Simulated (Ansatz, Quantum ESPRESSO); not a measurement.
# Ballistic transmission: In chain with one bond drawn out by 1.5 Å, part 2 of 4

Aim: the zero-bias transmission with pwcond for this junction: In chain with one bond drawn out by 1.5 Å.

Quantum ESPRESSO 7.5; plane-wave DFT, LDA, GBRV ultrasoft pseudopotentials; cross-check by Ansatz 0.2.0 with PAW datasets.

So far. Step 2 (Ground state): The run needed 16 iterations to bring the estimated error under 1e-07 Ry; the largest force on any atom, held or free, is 0.37 eV/Å.

## 3. The open system

Level of this step: transmission by pwcond, lead and junction from one cell; plane-wave DFT, LDA, GBRV ultrasoft pseudopotentials (Quantum ESPRESSO).

prefixt takes both regions from one run: the lead from 0 to bdl, the scattering region from bdl to bds (units of alat). ikind = 1 puts the same lead on both sides. The program's T_tot counts both spins in a run without spin; the tables below give T per spin.

Contents of cond.in:

```
&inputcond
  outdir = './out'
  prefixt = 'scf'
  tran_file = 'cond.dat'
  bdl = 0.7866666667
  bds = 4.1333333333
  ikind = 1
  ewind = 4.0
  epsproj = 1e-05
  nz1 = 7
  energy0 = 2.0
  denergy = -0.1
/
1
  0.00000000 0.00000000 1.00000000
41
```

The run is started by

```sh
$ OMP_NUM_THREADS=1 mpirun -n 4 pwcond.x -in cond.in > cond.out
```

The program printed:

```text
[banner, memory and clock lines left out]
Program PWCOND v.7.5 starts

          URL

     ./out/scf.save/

     IMPORTANT: XC functional enforced from input :
     Exchange-correlation= PZ
                           (   1   1   0   0   0   0   0)
     Any further DFT definition will be discarded
     Please, verify this is what you really want

     Check: negative core charge=   -0.000001

     negative rho (up, down):  6.113E-03 0.000E+00
     Reading collected, re-writing distributed wavefunctions

===== INPUT FILE containing all the regions =====

     GEOMETRY:

     lattice parameter (alat)  =      14.1729  a.u.
     the volume                =   11767.4083 (a.u.)^3
     the cross section         =     200.8724 (a.u.)^2
     l of the unit cell        =       4.1333 (alat)
     number of atoms/cell      =           10
     number of atomic types    =            1

     crystal axes: (cart. coord. in units of alat)
               a(1) = (  1.0000  0.0000  0.0000 )
               a(2) = (  0.0000  1.0000  0.0000 )
               a(3) = (  0.0000  0.0000  4.1333 )

   Cartesian axes

     site n.     atom                  positions (alat units)
          1        In     tau(  1)=(  0.5000  0.5000  4.1333  )
          2        In     tau(  2)=(  0.5000  0.5000  0.3933  )
          3        In     tau(  3)=(  0.5000  0.5000  0.7867  )
          4        In     tau(  4)=(  0.5000  0.5000  1.1800  )
          5        In     tau(  5)=(  0.5000  0.5000  1.5733  )
          6        In     tau(  6)=(  0.5000  0.5000  2.1667  )
          7        In     tau(  7)=(  0.5000  0.5000  2.5600  )
          8        In     tau(  8)=(  0.5000  0.5000  2.9533  )
          9        In     tau(  9)=(  0.5000  0.5000  3.3467  )
         10        In     tau( 10)=(  0.5000  0.5000  3.7400  )

     nr1s                      =           54
     nr2s                      =           54
     nr3s                      =          225
     nr1sx                     =           54
     nr2sx                     =           54
     nr3sx                     =          225
     nr1                       =           60
     nr2                       =           60
     nr3                       =          243
     nr1x                      =           60
     nr2x                      =           60
     nr3x                      =          243

 _______________________________
  Radii of nonlocal spheres:

     type       ibeta     ang. mom.          radius (alat units)
       In         1         0                    0.1706
       In         2         0                    0.1706
       In         3         1                    0.1706
       In         4         1                    0.1706
       In         5         2                    0.1706
       In         6         2                    0.1706
----- General information -----

--- T calc. with identical leads (ikind=1) ---

     nrx                       =           54
     nry                       =           54
     nz1                       =            7

     energy0               =         2.0E+00
     denergy               =        -1.0E-01
     nenergy               =         41
     ecut2d                =         3.4E+01
     ewind                 =         4.0E+00
     epsproj               =         1.0E-05

     number of k_|| points=    1
                       cryst. coord.
        k(    1) = (   0.0000000   0.0000000), wk =   1.0000000
----- Information about left/right lead -----

     nocros                   =           18
     noins                    =           18
     norb                     =           54
     norbf                    =          162
     nrz                      =           43

      iorb      type   ibeta   ang. mom.   m       position (alat)
        1        1       1        0        1   taunew(   1)=(  0.5000  0.5000  0.0000)
        2        1       2        0        1   taunew(   2)=(  0.5000  0.5000  0.0000)
        3        1       3        1        1   taunew(   3)=(  0.5000  0.5000  0.0000)
        4        1       3        1        2   taunew(   4)=(  0.5000  0.5000  0.0000)
        5        1       3        1        3   taunew(   5)=(  0.5000  0.5000  0.0000)
        6        1       4        1        1   taunew(   6)=(  0.5000  0.5000  0.0000)
        7        1       4        1        2   taunew(   7)=(  0.5000  0.5000  0.0000)
        8        1       4        1        3   taunew(   8)=(  0.5000  0.5000  0.0000)
        9        1       5        2        1   taunew(   9)=(  0.5000  0.5000  0.0000)
       10        1       5        2        2   taunew(  10)=(  0.5000  0.5000  0.0000)
       11        1       5        2        3   taunew(  11)=(  0.5000  0.5000  0.0000)
       12        1       5        2        4   taunew(  12)=(  0.5000  0.5000  0.0000)
       13        1       5        2        5   taunew(  13)=(  0.5000  0.5000  0.0000)
       14        1       6        2        1   taunew(  14)=(  0.5000  0.5000  0.0000)
       15        1       6        2        2   taunew(  15)=(  0.5000  0.5000  0.0000)
       16        1       6        2        3   taunew(  16)=(  0.5000  0.5000  0.0000)
       17        1       6        2        4   taunew(  17)=(  0.5000  0.5000  0.0000)
       18        1       6        2        5   taunew(  18)=(  0.5000  0.5000  0.0000)
       19        1       1        0        1   taunew(  19)=(  0.5000  0.5000  0.3933)
       20        1       2        0        1   taunew(  20)=(  0.5000  0.5000  0.3933)
       21        1       3        1        1   taunew(  21)=(  0.5000  0.5000  0.3933)
       22        1       3        1        2   taunew(  22)=(  0.5000  0.5000  0.3933)
       23        1       3        1        3   taunew(  23)=(  0.5000  0.5000  0.3933)
       24        1       4        1        1   taunew(  24)=(  0.5000  0.5000  0.3933)
       25        1       4        1        2   taunew(  25)=(  0.5000  0.5000  0.3933)
       26        1       4        1        3   taunew(  26)=(  0.5000  0.5000  0.3933)
       27        1       5        2        1   taunew(  27)=(  0.5000  0.5000  0.3933)
       28        1       5        2        2   taunew(  28)=(  0.5000  0.5000  0.3933)
       29        1       5        2        3   taunew(  29)=(  0.5000  0.5000  0.3933)
       30        1       5        2        4   taunew(  30)=(  0.5000  0.5000  0.3933)
       31        1       5        2        5   taunew(  31)=(  0.5000  0.5000  0.3933)
       32        1       6        2        1   taunew(  32)=(  0.5000  0.5000  0.3933)
       33        1       6        2        2   taunew(  33)=(  0.5000  0.5000  0.3933)
       34        1       6        2        3   taunew(  34)=(  0.5000  0.5000  0.3933)
[...]
141        1       6        2        2   taunew( 141)=(  0.5000  0.5000  2.9533)
      142        1       6        2        3   taunew( 142)=(  0.5000  0.5000  2.9533)
      143        1       6        2        4   taunew( 143)=(  0.5000  0.5000  2.9533)
      144        1       6        2        5   taunew( 144)=(  0.5000  0.5000  2.9533)
      145        1       1        0        1   taunew( 145)=(  0.5000  0.5000  3.3467)
      146        1       2        0        1   taunew( 146)=(  0.5000  0.5000  3.3467)
      147        1       3        1        1   taunew( 147)=(  0.5000  0.5000  3.3467)
      148        1       3        1        2   taunew( 148)=(  0.5000  0.5000  3.3467)
      149        1       3        1        3   taunew( 149)=(  0.5000  0.5000  3.3467)
      150        1       4        1        1   taunew( 150)=(  0.5000  0.5000  3.3467)
      151        1       4        1        2   taunew( 151)=(  0.5000  0.5000  3.3467)
      152        1       4        1        3   taunew( 152)=(  0.5000  0.5000  3.3467)
      153        1       5        2        1   taunew( 153)=(  0.5000  0.5000  3.3467)
      154        1       5        2        2   taunew( 154)=(  0.5000  0.5000  3.3467)
      155        1       5        2        3   taunew( 155)=(  0.5000  0.5000  3.3467)
      156        1       5        2        4   taunew( 156)=(  0.5000  0.5000  3.3467)
      157        1       5        2        5   taunew( 157)=(  0.5000  0.5000  3.3467)
      158        1       6        2        1   taunew( 158)=(  0.5000  0.5000  3.3467)
      159        1       6        2        2   taunew( 159)=(  0.5000  0.5000  3.3467)
      160        1       6        2        3   taunew( 160)=(  0.5000  0.5000  3.3467)
      161        1       6        2        4   taunew( 161)=(  0.5000  0.5000  3.3467)
      162        1       6        2        5   taunew( 162)=(  0.5000  0.5000  3.3467)
 ngper, shell number =          545          70
 ngper, n2d =          545         147
---  E-Ef =    2.0000000  k =    0.0000000   0.0000000
---  ie =          1  ik =          1
 Nchannels of the left tip =            3
 Right moving states:
   k1(2pi/a)   k2(2pi/a)   E-Ef (eV)
  -0.3137167   0.0000068   2.0000000
  -0.3137167   0.0000068   2.0000000
   0.3191410  -0.0000200   2.0000000
 Left moving states:
   k1(2pi/a)   k2(2pi/a)   E-Ef (eV)
   0.3137167   0.0000068   2.0000000
   0.3137167   0.0000068   2.0000000
  -0.3191410  -0.0000200   2.0000000

 to transmit
 Band j to band i transmissions and reflections:
    j         i     |T_ij|^2    |R_ij|^2

    1 -->     1     0.19226     0.09427
    1 -->     2     0.00000     0.71347
    1 -->     3     0.00000     0.00000
   Total T_j, R_j =    0.19226  0.80774

    2 -->     1     0.00000     0.71347
    2 -->     2     0.19226     0.09427
    2 -->     3     0.00000     0.00000
   Total T_j, R_j =    0.19226  0.80774

    3 -->     1     0.00000     0.00000
    3 -->     2     0.00000     0.00000
    3 -->     3     0.62727     0.37273
   Total T_j, R_j =    0.62727  0.37273

E-Ef(ev), T(x2 spins) =    2.0000000   2.0235798
---  E-Ef =    1.9000000  k =    0.0000000   0.0000000
---  ie =          2  ik =          1
 Nchannels of the left tip =            3
 Right moving states:
   k1(2pi/a)   k2(2pi/a)   E-Ef (eV)
   0.3113126  -0.0000202   1.9000000
  -0.3317506   0.0000067   1.9000000
  -0.3317506   0.0000067   1.9000000
 Left moving states:
   k1(2pi/a)   k2(2pi/a)   E-Ef (eV)
  -0.3113126  -0.0000202   1.9000000
   0.3317506   0.0000067   1.9000000
   0.3317506   0.0000067   1.9000000

 to transmit
 Band j to band i transmissions and reflections:
    j         i     |T_ij|^2    |R_ij|^2

    1 -->     1     0.60941     0.39059
    1 -->     2     0.00000     0.00000
    1 -->     3     0.00000     0.00000
   Total T_j, R_j =    0.60941  0.39059

    2 -->     1     0.00000     0.00000
    2 -->     2     0.19564     0.06013
    2 -->     3     0.00000     0.74423
   Total T_j, R_j =    0.19564  0.80436

    3 -->     1     0.00000     0.00000
    3 -->     2     0.00000     0.74423
    3 -->     3     0.19564     0.06013
   Total T_j, R_j =    0.19564  0.80436

E-Ef(ev), T(x2 spins) =    1.9000000   2.0013923
---  E-Ef =    1.8000000  k =    0.0000000   0.0000000
---  ie =          3  ik =          1
 Nchannels of the left tip =            3
 Right moving states:
   k1(2pi/a)   k2(2pi/a)   E-Ef (eV)
   0.3034430  -0.0000204   1.8000000
  -0.3500036   0.0000066   1.8000000
  -0.3500036   0.0000066   1.8000000
 Left moving states:
   k1(2pi/a)   k2(2pi/a)   E-Ef (eV)
  -0.3034430  -0.0000204   1.8000000
   0.3500036   0.0000066   1.8000000
   0.3500036   0.0000066   1.8000000

 to transmit
 Band j to band i transmissions and reflections:
    j         i     |T_ij|^2    |R_ij|^2

    1 -->     1     0.59459     0.40541
    1 -->     2     0.00000     0.00000
    1 -->     3     0.00000     0.00000
   Total T_j, R_j =    0.59459  0.40541

    2 -->     1     0.00000     0.00000
    2 -->     2     0.19766     0.04220
    2 -->     3     0.00000     0.76014
   Total T_j, R_j =    0.19766  0.80234

    3 -->     1     0.00000     0.00000
    3 -->     2     0.00000     0.76014
    3 -->     3     0.19766     0.04220
   Total T_j, R_j =    0.19766  0.80234

E-Ef(ev), T(x2 spins) =    1.8000000   1.9798178
[... further energies and points left out ...]
---  E-Ef =   -1.8000000  k =    0.0000000   0.0000000
---  ie =         39  ik =          1
 Nchannels of the left tip =            0
 Right moving states:
   k1(2pi/a)   k2(2pi/a)   E-Ef (eV)
 Left moving states:
   k1(2pi/a)   k2(2pi/a)   E-Ef (eV)

 to transmit
          E-Ef(ev), T =   -1.8000000   0.0000000
---  E-Ef =   -1.9000000  k =    0.0000000   0.0000000
---  ie =         40  ik =          1
 Nchannels of the left tip =            0
 Right moving states:
   k1(2pi/a)   k2(2pi/a)   E-Ef (eV)
 Left moving states:
   k1(2pi/a)   k2(2pi/a)   E-Ef (eV)

 to transmit
          E-Ef(ev), T =   -1.9000000   0.0000000
---  E-Ef =   -2.0000000  k =    0.0000000   0.0000000
---  ie =         41  ik =          1
 Nchannels of the left tip =            0
 Right moving states:
   k1(2pi/a)   k2(2pi/a)   E-Ef (eV)
 Left moving states:
   k1(2pi/a)   k2(2pi/a)   E-Ef (eV)

 to transmit
          E-Ef(ev), T =   -2.0000000   0.0000000
   T_tot     2.00000      0.20236E+01
   T_tot     1.90000      0.20014E+01
   T_tot     1.80000      0.19798E+01
   T_tot     1.70000      0.19588E+01
   T_tot     1.60000      0.19377E+01
   T_tot     1.50000      0.19137E+01
   T_tot     1.40000      0.18815E+01
   T_tot     1.30000      0.18345E+01
   T_tot     1.20000      0.17664E+01
   T_tot     1.10000      0.16442E+01
   T_tot     1.00000      0.17494E+01
   T_tot     0.90000      0.16356E+01
   T_tot     0.80000      0.15857E+01
   T_tot     0.70000      0.15614E+01
   T_tot     0.60000      0.15530E+01
   T_tot     0.50000      0.15486E+01
   T_tot     0.40000      0.15412E+01
   T_tot     0.30000      0.15490E+01
   T_tot     0.20000      0.16292E+01
   T_tot     0.10000      0.19018E+01
   T_tot    -0.00000      0.22788E+01
   T_tot    -0.10000      0.17492E+01
   T_tot    -0.20000      0.92334E+00
   T_tot    -0.30000      0.90479E+00
   T_tot    -0.40000      0.88432E+00
   T_tot    -0.50000      0.86237E+00
   T_tot    -0.60000      0.83949E+00
   T_tot    -0.70000      0.81610E+00
   T_tot    -0.80000      0.79217E+00
   T_tot    -0.90000      0.76637E+00
   T_tot    -1.00000      0.73344E+00
   T_tot    -1.10000      0.67357E+00
   T_tot    -1.20000      0.48017E+00
   T_tot    -1.30000      0.00000E+00
   T_tot    -1.40000      0.00000E+00
   T_tot    -1.50000      0.00000E+00
   T_tot    -1.60000      0.00000E+00
   T_tot    -1.70000      0.00000E+00
   T_tot    -1.80000      0.00000E+00
   T_tot    -1.90000      0.00000E+00
   T_tot    -2.00000      0.00000E+00

Note: The following floating-point exceptions are signalling: IEEE_UNDERFLOW_FLAG
Note: The following floating-point exceptions are signalling: IEEE_UNDERFLOW_FLAG
Note: The following floating-point exceptions are signalling: IEEE_UNDERFLOW_FLAG
Note: The following floating-point exceptions are signalling: IEEE_UNDERFLOW_FLAG
```

It took 2.7 min on 4 MPI ranks of Arm Neoverse V2, shared host; peak memory 0.42 GiB.

Read from the output:

* lead channels at the Fermi level, one spin: 3
* transmission at the Fermi level, one spin: 1.139
* conductance: 1.139 G₀

Per spin. Table of open channels by energy, zero at the Fermi level:

energy (eV), open channels and a bar:
```
    -2.00       0.00 
    -1.90       0.00 
    -1.80       0.00 
    -1.70       0.00 
    -1.60       0.00 
    -1.50       0.00 
    -1.40       0.00 
    -1.20       1.00 ##########
    -1.10       1.00 ##########
    -1.00       1.00 ##########
    -0.90       1.00 ##########
    -0.80       1.00 ##########
    -0.70       1.00 ##########
    -0.60       1.00 ##########
    -0.50       1.00 ##########
    -0.40       1.00 ##########
    -0.30       1.00 ##########
    -0.20       1.00 ##########
    -0.10       3.00 ##############################
     0.00       3.00 ##############################
     0.10       3.00 ##############################
     0.20       3.00 ##############################
     0.30       3.00 ##############################
     0.40       3.00 ##############################
     0.50       3.00 ##############################
     0.60       3.00 ##############################
     0.70       3.00 ##############################
     0.80       3.00 ##############################
     0.90       3.00 ##############################
     1.00       3.00 ##############################
     1.10       3.00 ##############################
     1.20       3.00 ##############################
     1.40       3.00 ##############################
     1.50       3.00 ##############################
     1.60       3.00 ##############################
     1.70       3.00 ##############################
     1.80       3.00 ##############################
     1.90       3.00 ##############################
     2.00       3.00 ##############################
```

Per spin. Transmission against energy, zero at the Fermi level:

energy (eV), transmission and a bar:
```
    -2.00       0.00 
    -1.90       0.00 
    -1.70       0.00 
    -1.60       0.00 
    -1.40       0.00 
    -1.30       0.00 
    -1.20       0.24 ######
    -1.00       0.37 ##########
    -0.90       0.38 ##########
    -0.80       0.40 ##########
    -0.60       0.42 ###########
    -0.50       0.43 ###########
    -0.30       0.45 ############
    -0.20       0.46 ############
    -0.10       0.87 #######################
     0.00       1.14 ##############################
     0.10       0.95 #########################
     0.20       0.81 #####################
     0.30       0.77 ####################
     0.50       0.77 ####################
     0.60       0.78 ####################
     0.80       0.79 #####################
     0.90       0.82 ######################
     1.00       0.87 #######################
     1.20       0.88 #######################
     1.30       0.92 ########################
     1.40       0.94 #########################
     1.60       0.97 ##########################
     1.70       0.98 ##########################
     1.90       1.00 ##########################
     2.00       1.01 ###########################
```

The program's own clock; routines nest. Time by routine:

```csv
routine,wall time (s),calls
PWCOND,164.4,1
scatter_forw,133.9,82
compbs,17.54,41
compbs_2,14.51,41
local,9.8,1
init,0.76,1
poten,0.09,1
```

At no point does T exceed the number of channels.

(Part 2 of 4 ends here.)

[Logs are printed without paths, hosts, clocks, repeated set-up lines and the standing remarks that a program may print on its own settings, such as how far it seeks lower states.]

[Hosts, paths, dates, database ids (printed as entryN), source tags and the programs' standing remarks are cut or masked in the printed files.]

[Maps of the electrostatic potential energy from Ansatz leave out the sawtooth potential of an applied field or a dipole correction, so their vacuum need not be flat; planar profiles and work functions include it.]
